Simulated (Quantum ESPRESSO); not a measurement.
# E(q) of MnPt from supercells

Wanted: E(q) of MnPt at simple fractions of a reciprocal vector.

Program: Quantum ESPRESSO 7.5. Level of theory: LDA; plane waves with GBRV 1.5 LDA potentials, no spin-orbit coupling, flat spiral in a supercell. Results are calculated unless marked as measured.

**1. Starting point**

It takes space group P4/mmm (No. 123, tetragonal). Conventional cell: a = 2.830 Å, b = 2.830 Å, c = 3.660 Å, α = 90.00°, β = 90.00°, γ = 90.00°. Nearest to Mn lie 8 Pt at 2.71 Å and 4 Mn at 2.83 Å. Nearest to Pt lie 8 Mn at 2.71 Å and 4 Pt at 2.83 Å. Farther neighbours are not listed.

Coordinates:

```cif
data_structure
_symmetry_space_group_name_H-M 'P4/mmm'
_symmetry_Int_Tables_number 123
_cell_length_a 2.8300
_cell_length_b 2.8300
_cell_length_c 3.6600
_cell_angle_alpha 90.000
_cell_angle_beta 90.000
_cell_angle_gamma 90.000
_cell_volume 29.31
loop_
_atom_site_label
_atom_site_type_symbol
_atom_site_symmetry_multiplicity
_atom_site_Wyckoff_symbol
_atom_site_fract_x
_atom_site_fract_y
_atom_site_fract_z
_atom_site_occupancy
Mn1 Mn 1 a 0.00000 0.00000 0.00000 1
Pt1 Pt 1 d 0.50000 0.50000 0.50000 1
```

The cell comes from the Crystallography Open Database.

**2. Parallel moments, one cell**

The input, pw.in:

```
&CONTROL
  calculation = 'scf'
  prefix = 'pwscf'
  outdir = './tmp'
  pseudo_dir = './pseudo'
  disk_io = 'nowf'
/
&SYSTEM
  ibrav = 0
  nat = 2
  ntyp = 2
  ecutwfc = 34
  ecutrho = 238
  nbnd = 46
  occupations = 'smearing'
  smearing = 'fd'
  degauss = 0.00999582
  noncolin = .true.
  starting_magnetization(1) = 0.2333
  angle1(1) = 90
  angle2(1) = 0
  starting_magnetization(2) = 0
/
&ELECTRONS
  conv_thr = 2d-08
  electron_maxstep = 150
  mixing_beta = 0.3
/
ATOMIC_SPECIES
Mn     54.9380 mn_lda_v1.5.uspp.F.UPF
Pt    195.0840 pt_lda_v1.4.uspp.F.UPF
CELL_PARAMETERS angstrom
   2.8300000000    0.0000000000    0.0000000000
   0.0000000000    2.8300000000    0.0000000000
   0.0000000000    0.0000000000    3.6600000000
ATOMIC_POSITIONS crystal
Mn      0.0000000000    0.0000000000    0.0000000000
Pt      0.5000000000    0.5000000000    0.5000000000
K_POINTS automatic
12 6 6 0 0 0
```

Launch:

```bash
$ OMP_NUM_THREADS=1 mpirun -n 4 pw.x -nk 4 -in pw.in > pw.out
```

The program printed:

```text
Program PWSCF v.7.5 starts

     Message from routine setup:
     using ibrav=0 with symmetry is DISCOURAGED, use correct ibrav instead

     K-points division:     npool     =       4
     Subspace diagonalization in iterative solution of the eigenvalue problem:

     G-vector sticks info
     --------------------
     sticks:   dense  smooth     PW     G-vecs:    dense   smooth      PW
     Sum         545     305    101                12265     5265    1027

     Using Slab Decomposition

     bravais-lattice index     =            0
     lattice parameter (alat)  =       5.3479  a.u.
     unit-cell volume          =     197.8111 (a.u.)^3
     number of atoms/cell      =            2
     number of atomic types    =            2
     number of electrons       =        31.00
     number of Kohn-Sham states=           46
     kinetic-energy cutoff     =      34.0000  Ry
     charge density cutoff     =     238.0000  Ry
     scf convergence threshold =      2.0E-08
     mixing beta               =       0.3000
     number of iterations used =            8  plain     mixing
     Exchange-correlation=  SLA  PZ   NOGX NOGC
                           (   1   1   0   0   0   0   0)
     Noncollinear calculation without spin-orbit

     celldm(1)=   5.347925  celldm(2)=   0.000000  celldm(3)=   0.000000
     celldm(4)=   0.000000  celldm(5)=   0.000000  celldm(6)=   0.000000

     crystal axes: (cart. coord. in units of alat)
               a(1) = (   1.000000   0.000000   0.000000 )
               a(2) = (   0.000000   1.000000   0.000000 )
               a(3) = (   0.000000   0.000000   1.293286 )

     reciprocal axes: (cart. coord. in units 2 pi/alat)
               b(1) = (  1.000000  0.000000  0.000000 )
               b(2) = (  0.000000  1.000000  0.000000 )
               b(3) = (  0.000000  0.000000  0.773224 )

     PseudoPot. # 1 for Mn read from file:
     mn_lda_v1.5.uspp.F.UPF
     Pseudo is Ultrasoft + core correction, Zval = 15.0
     Generated by new atomic code, or converted to UPF format
     Using radial grid of  859 points,  6 beta functions with:
                l(1) =   0
                l(2) =   0
                l(3) =   1
                l(4) =   1
                l(5) =   2
                l(6) =   2
     Q(r) pseudized with  8 coefficients,  rinner =    0.950   0.950   0.950
                                                       0.950   0.950

     PseudoPot. # 2 for Pt read from file:
     pt_lda_v1.4.uspp.F.UPF
     Pseudo is Ultrasoft + core correction, Zval = 16.0
     Generated by new atomic code, or converted to UPF format
     Using radial grid of  985 points,  6 beta functions with:
                l(1) =   0
                l(2) =   0
                l(3) =   1
                l(4) =   1
                l(5) =   2
                l(6) =   2
     Q(r) pseudized with  8 coefficients,  rinner =    1.300   1.300   1.300
                                                       1.300   1.300

     atomic species   valence    mass     pseudopotential
     Mn               15.00    54.93800     Mn( 1.00)
     Pt               16.00   195.08400     Pt( 1.00)

      8 Sym. Ops., with inversion, found

   Cartesian axes

     site n.     atom                  positions (alat units)
         1        Mn     tau(   1) = (   0.0000000   0.0000000   0.0000000  )
         2        Pt     tau(   2) = (   0.5000000   0.5000000   0.6466431  )

     number of k points=   160  Fermi-Dirac smearing, width (Ry)=  0.0100

     Number of k-points >= 100: set verbosity='high' to print them.

     Dense  grid:    12265 G-vectors     FFT dimensions: (  27,  27,  36)

     Smooth grid:     5265 G-vectors     FFT dimensions: (  20,  20,  25)

     Check: negative core charge=   -0.000022
     Generating pointlists ...
     new r_m :   0.3953 (alat units)  2.1138 (a.u.) for type    1
     new r_m :   0.3953 (alat units)  2.1138 (a.u.) for type    2

     Initial potential from superposition of free atoms

     starting charge      29.9999, renormalised to      31.0000

     negative rho (up, down):  1.872E-01 0.000E+00

 ==============================================================================
     atom number    1 relative position :    0.0000   0.0000   0.0000
     charge :    13.829925  (integrated on a sphere of radius 0.395)
     magnetization :          3.177497    0.000000    0.000000
     magnetization/charge:    0.229755    0.000000    0.000000
     polar coord.: r, theta, phi [deg] :     3.177497   90.000000    0.000000

 ==============================================================================

 ==============================================================================
     atom number    2 relative position :    0.5000   0.5000   0.6466
     charge :    14.536048  (integrated on a sphere of radius 0.395)
     magnetization :          0.060268    0.000000    0.000000
     magnetization/charge:    0.004146    0.000000    0.000000
     polar coord.: r, theta, phi [deg] :     0.060268   90.000000    0.000000

 ==============================================================================
     Starting wfcs are   50 randomized atomic wfcs

     Self-consistent Calculation

     iteration #  1     ecut=    34.00 Ry     beta= 0.30
     Davidson diagonalization with overlap
     ethr =  1.00E-02,  avg # of iterations =  3.8

     negative rho (up, down):  1.768E-01 0.000E+00

     total energy              =    -421.64402115 Ry
     estimated scf accuracy    <       2.44171224 Ry

     total magnetization       =     2.31     0.00     0.00 Bohr mag/cell
     absolute magnetization    =     2.48 Bohr mag/cell

     iteration #  2     ecut=    34.00 Ry     beta= 0.30
     Davidson diagonalization with overlap
     ethr =  7.88E-03,  avg # of iterations =  2.0

     negative rho (up, down):  1.760E-01 0.000E+00

     total energy              =    -421.75110723 Ry
     estimated scf accuracy    <       1.03508808 Ry

     total magnetization       =     3.03    -0.00    -0.00 Bohr mag/cell
     absolute magnetization    =     3.05 Bohr mag/cell

     iteration #  3     ecut=    34.00 Ry     beta= 0.30
     Davidson diagonalization with overlap
     ethr =  3.34E-03,  avg # of iterations =  2.1

     negative rho (up, down):  1.734E-01 0.000E+00

     total energy              =    -421.86024106 Ry
     estimated scf accuracy    <       1.44119416 Ry

     total magnetization       =     2.66    -0.00    -0.00 Bohr mag/cell
     absolute magnetization    =     2.73 Bohr mag/cell

     [... further iterations left out ...]

     iteration # 10     ecut=    34.00 Ry     beta= 0.30
     Davidson diagonalization with overlap
     ethr =  1.63E-07,  avg # of iterations =  2.1

     negative rho (up, down):  1.703E-01 0.000E+00

     total energy              =    -422.00752488 Ry
     estimated scf accuracy    <       0.00000321 Ry

     total magnetization       =     3.94     0.00    -0.00 Bohr mag/cell
     absolute magnetization    =     3.99 Bohr mag/cell

     iteration # 11     ecut=    34.00 Ry     beta= 0.30
     Davidson diagonalization with overlap
     ethr =  1.04E-08,  avg # of iterations =  2.0

     negative rho (up, down):  1.703E-01 0.000E+00

     total energy              =    -422.00752363 Ry
     estimated scf accuracy    <       0.00000177 Ry

     total magnetization       =     3.94     0.00    -0.00 Bohr mag/cell
     absolute magnetization    =     3.99 Bohr mag/cell

     iteration # 12     ecut=    34.00 Ry     beta= 0.30
     Davidson diagonalization with overlap
     ethr =  5.71E-09,  avg # of iterations =  1.3

     negative rho (up, down):  1.703E-01 0.000E+00

     total energy              =    -422.00752402 Ry
     estimated scf accuracy    <       0.00000004 Ry

     total magnetization       =     3.95    -0.00    -0.00 Bohr mag/cell
     absolute magnetization    =     4.00 Bohr mag/cell

     iteration # 13     ecut=    34.00 Ry     beta= 0.30
     Davidson diagonalization with overlap
     ethr =  1.25E-10,  avg # of iterations =  3.6

     negative rho (up, down):  1.703E-01 0.000E+00

 ==============================================================================
     atom number    1 relative position :    0.0000   0.0000   0.0000
     charge :    13.634048  (integrated on a sphere of radius 0.395)
     magnetization :          3.506757   -0.000000    0.000000
     magnetization/charge:    0.257206   -0.000000    0.000000
     polar coord.: r, theta, phi [deg] :     3.506757   90.000000   -0.000000

 ==============================================================================

 ==============================================================================
     atom number    2 relative position :    0.5000   0.5000   0.6466
     charge :    13.874375  (integrated on a sphere of radius 0.395)
     magnetization :          0.333802    0.000000    0.000000
     magnetization/charge:    0.024059    0.000000    0.000000
     polar coord.: r, theta, phi [deg] :     0.333802   90.000000    0.000000

 ==============================================================================

     End of self-consistent calculation

     Number of k-points >= 100: set verbosity='high' to print the bands.

     the Fermi energy is    18.5602 ev

!    total energy              =    -422.00752405 Ry
     estimated scf accuracy    <       0.00000001 Ry
     smearing contrib. (-TS)   =      -0.00856219 Ry
     internal energy E=F+TS    =    -421.99896185 Ry

     The total energy is F=E-TS. E is the sum of the following terms:
     one-electron contribution =    -119.45608689 Ry
     hartree contribution      =      80.77225004 Ry
     xc contribution           =     -83.07565564 Ry
     ewald contribution        =    -300.23946935 Ry

     total magnetization       =     3.95    -0.00     0.00 Bohr mag/cell
     absolute magnetization    =     4.00 Bohr mag/cell

     convergence has been achieved in  13 iterations

=------------------------------------------------------------------------------=
   JOB DONE.
=------------------------------------------------------------------------------=
```

Elapsed: 30 s, on 4 MPI ranks of Arm Neoverse V2, shared host; peak memory 0.41 GiB.

Spin moment in the atom's sphere by atom:

```csv
atom,x (μB),y (μB),z (μB),size
Mn1,3.51,0.00,0.00,3.51
Pt2,0.33,0.00,0.00,0.33
```

Numbers from this step:

```yaml
smearing_term_ts: 0.1165 eV
magnetization: 3.946, 0, 0 μB
absolute_magnetization: 3.996 μB
final_state: ferromagnetic
```

**3. One turn in 2 cells along the input cell's a**

Neighbouring cells are turned by 180° in the xy plane; the cell holds 4 atoms.

The input, pw.in:

```
&CONTROL
  calculation = 'scf'
  prefix = 'pwscf'
  outdir = './tmp'
  pseudo_dir = './pseudo'
  disk_io = 'nowf'
/
&SYSTEM
  ibrav = 0
  nat = 4
  ntyp = 4
  ecutwfc = 34
  ecutrho = 238
  nbnd = 82
  occupations = 'smearing'
  smearing = 'fd'
  degauss = 0.00999582
  noncolin = .true.
  starting_magnetization(1) = 0.2333
  angle1(1) = 90
  angle2(1) = 0
  starting_magnetization(2) = 0.2333
  angle1(2) = 90
  angle2(2) = 180
  starting_magnetization(3) = 0
  starting_magnetization(4) = 0
/
&ELECTRONS
  conv_thr = 4d-08
  electron_maxstep = 150
  mixing_beta = 0.3
/
ATOMIC_SPECIES
Mn1    54.9380 mn_lda_v1.5.uspp.F.UPF
Mn2    54.9380 mn_lda_v1.5.uspp.F.UPF
Pt1   195.0840 pt_lda_v1.4.uspp.F.UPF
Pt2   195.0840 pt_lda_v1.4.uspp.F.UPF
CELL_PARAMETERS angstrom
   5.6600000000    0.0000000000    0.0000000000
   0.0000000000    2.8300000000    0.0000000000
   0.0000000000    0.0000000000    3.6600000000
ATOMIC_POSITIONS crystal
Mn1     0.0000000000    0.0000000000    0.0000000000
Mn2     0.5000000000    0.0000000000    0.0000000000
Pt1     0.2500000000    0.5000000000    0.5000000000
Pt2     0.7500000000    0.5000000000    0.5000000000
K_POINTS automatic
6 6 6 0 0 0
```

The program printed:

```text
     [... lines left out ...]
Program PWSCF v.7.5 starts
     [... lines left out ...]
     number of atoms/cell      =            4
     [... lines left out ...]
     number of electrons       =        62.00
     number of Kohn-Sham states=           82
     kinetic-energy cutoff     =      34.0000  Ry
     charge density cutoff     =     238.0000  Ry
     scf convergence threshold =      4.0E-08
     [... lines left out ...]
     Noncollinear calculation without spin-orbit
     [... lines left out ...]
      4 Sym. Ops. (no inversion) found
     [... lines left out ...]
     number of k points=    72  Fermi-Dirac smearing, width (Ry)=  0.0100
     [... lines left out ...]
     iteration # 14     ecut=    34.00 Ry     beta= 0.30
     [... lines left out ...]
     atom number    1 relative position :    0.0000   0.0000   0.0000
     [... lines left out ...]
     magnetization :          3.534645   -0.000000    0.000000
     [... lines left out ...]
     atom number    2 relative position :    0.5000   0.0000   0.0000
     [... lines left out ...]
     magnetization :         -3.534665   -0.000000    0.000000
     [... lines left out ...]
     atom number    3 relative position :    0.2500   0.2500   0.3233
     [... lines left out ...]
     magnetization :          0.000005   -0.000000   -0.000000
     [... lines left out ...]
     atom number    4 relative position :    0.7500   0.2500   0.3233
     [... lines left out ...]
     magnetization :          0.000006    0.000000    0.000000
     [... lines left out ...]
     the Fermi energy is    18.5739 ev
!    total energy              =    -844.04658169 Ry
     estimated scf accuracy    <          7.8E-09 Ry
     smearing contrib. (-TS)   =      -0.00913791 Ry
     [... lines left out ...]
     total magnetization       =    -0.00    -0.00    -0.00 Bohr mag/cell
     absolute magnetization    =     7.55 Bohr mag/cell
     convergence has been achieved in  14 iterations
```

Run time: 76 s. Hardware: 4 MPI ranks; peak memory 0.64 GiB; 5.1 min of CPU time.

Spin moment in the atom's sphere by atom:

```csv
atom,x (μB),y (μB),z (μB),size
Mn1,3.53,0.00,0.00,3.53
Mn2,-3.53,0.00,0.00,3.53
Pt3,0.00,0.00,0.00,0.00
Pt4,0.00,0.00,0.00,0.00
```

Read from the output:

| Item | Value |
| --- | --- |
| smearing term TS | 0.1243 eV |
| magnetization | 0, 0, 0 μB |
| absolute magnetization | 7.553 μB |
| final state | antiferromagnetic |

**4. One turn in 3 cells along the input cell's a**

Neighbouring cells are turned by 120° in the xy plane; the cell holds 6 atoms.

The input, pw.in:

```
&CONTROL
  calculation = 'scf'
  prefix = 'pwscf'
  outdir = './tmp'
  pseudo_dir = './pseudo'
  disk_io = 'nowf'
/
&SYSTEM
  ibrav = 0
  nat = 6
  ntyp = 6
  ecutwfc = 34
  ecutrho = 238
  nbnd = 118
  occupations = 'smearing'
  smearing = 'fd'
  degauss = 0.00999582
  noncolin = .true.
  starting_magnetization(1) = 0.2333
  angle1(1) = 90
  angle2(1) = 0
  starting_magnetization(2) = 0.2333
  angle1(2) = 90
  angle2(2) = 120
  starting_magnetization(3) = 0.2333
  angle1(3) = 90
  angle2(3) = -120
  starting_magnetization(4) = 0
  starting_magnetization(5) = 0
  starting_magnetization(6) = 0
/
&ELECTRONS
  conv_thr = 6d-08
  electron_maxstep = 150
  mixing_beta = 0.3
/
ATOMIC_SPECIES
Mn1    54.9380 mn_lda_v1.5.uspp.F.UPF
Mn2    54.9380 mn_lda_v1.5.uspp.F.UPF
Mn3    54.9380 mn_lda_v1.5.uspp.F.UPF
Pt1   195.0840 pt_lda_v1.4.uspp.F.UPF
Pt2   195.0840 pt_lda_v1.4.uspp.F.UPF
Pt3   195.0840 pt_lda_v1.4.uspp.F.UPF
CELL_PARAMETERS angstrom
   8.4900000000    0.0000000000    0.0000000000
   0.0000000000    2.8300000000    0.0000000000
   0.0000000000    0.0000000000    3.6600000000
ATOMIC_POSITIONS crystal
Mn1     0.0000000000    0.0000000000    0.0000000000
Mn2     0.3333333333    0.0000000000    0.0000000000
Mn3     0.6666666667    0.0000000000    0.0000000000
Pt1     0.1666666667    0.5000000000    0.5000000000
Pt2     0.5000000000    0.5000000000    0.5000000000
Pt3     0.8333333333    0.5000000000    0.5000000000
K_POINTS automatic
4 6 6 0 0 0
```

The program printed:

```text
     [... lines left out ...]
Program PWSCF v.7.5 starts
     [... lines left out ...]
     number of atoms/cell      =            6
     [... lines left out ...]
     number of electrons       =        93.00
     number of Kohn-Sham states=          118
     kinetic-energy cutoff     =      34.0000  Ry
     charge density cutoff     =     238.0000  Ry
     scf convergence threshold =      6.0E-08
     [... lines left out ...]
     Noncollinear calculation without spin-orbit
     [... lines left out ...]
      2 Sym. Ops. (no inversion) found
     [... lines left out ...]
     number of k points=    84  Fermi-Dirac smearing, width (Ry)=  0.0100
     [... lines left out ...]
     iteration # 17     ecut=    34.00 Ry     beta= 0.30
     [... lines left out ...]
     atom number    1 relative position :    0.0000   0.0000   0.0000
     [... lines left out ...]
     magnetization :          3.532328   -0.000049   -0.000000
     [... lines left out ...]
     atom number    2 relative position :    0.3333   0.0000   0.0000
     [... lines left out ...]
     magnetization :         -1.766437    3.059063   -0.000000
     [... lines left out ...]
     atom number    3 relative position :    0.6667   0.0000   0.0000
     [... lines left out ...]
     magnetization :         -1.766419   -3.059100   -0.000000
     [... lines left out ...]
     atom number    4 relative position :    0.1667   0.1667   0.2155
     [... lines left out ...]
     magnetization :          0.063092    0.109252    0.000000
     [... lines left out ...]
     atom number    5 relative position :    0.5000   0.1667   0.2155
     [... lines left out ...]
     magnetization :         -0.126187   -0.000001   -0.000000
     [... lines left out ...]
     atom number    6 relative position :    0.8333   0.1667   0.2155
     [... lines left out ...]
     magnetization :          0.063095   -0.109257   -0.000000
     [... lines left out ...]
     the Fermi energy is    18.5908 ev
!    total energy              =   -1266.05805149 Ry
     estimated scf accuracy    <       0.00000002 Ry
     smearing contrib. (-TS)   =      -0.01725049 Ry
     [... lines left out ...]
     total magnetization       =    -0.00    -0.00     0.00 Bohr mag/cell
     absolute magnetization    =    11.59 Bohr mag/cell
     convergence has been achieved in  17 iterations
```

Run time: 4.3 min. Hardware: 4 MPI ranks; peak memory 1.2 GiB.

Spin moment in the atom's sphere by atom:

```csv
atom,x (μB),y (μB),z (μB),size
Mn1,3.53,0.00,0.00,3.53
Mn2,-1.77,3.06,0.00,3.53
Mn3,-1.77,-3.06,0.00,3.53
Pt4,0.06,0.11,0.00,0.13
Pt5,-0.13,0.00,0.00,0.13
Pt6,0.06,-0.11,0.00,0.13
```

Numbers from this step:

```
smearing term TS       : 0.2347 eV
magnetization          : -0.001, 0, 0 μB
absolute magnetization : 11.59 μB
final state            : non-collinear
```

(Continued in part 2 of 2.)

[Logs and program files are shortened in this print: banners, set-up blocks, solver, clock and traceback lines can be left out without a mark of their own.]

[Logs are printed without paths, hosts, clocks, repeated set-up lines and the standing remarks that a program may print on its own settings, such as how far it seeks lower states.]

[Hosts, paths, dates, database ids (printed as entryN), source tags and the programs' standing remarks are cut or masked in the printed files.]

[Where a cell is said to come from a database of computed structures, the database is the Materials Project.]
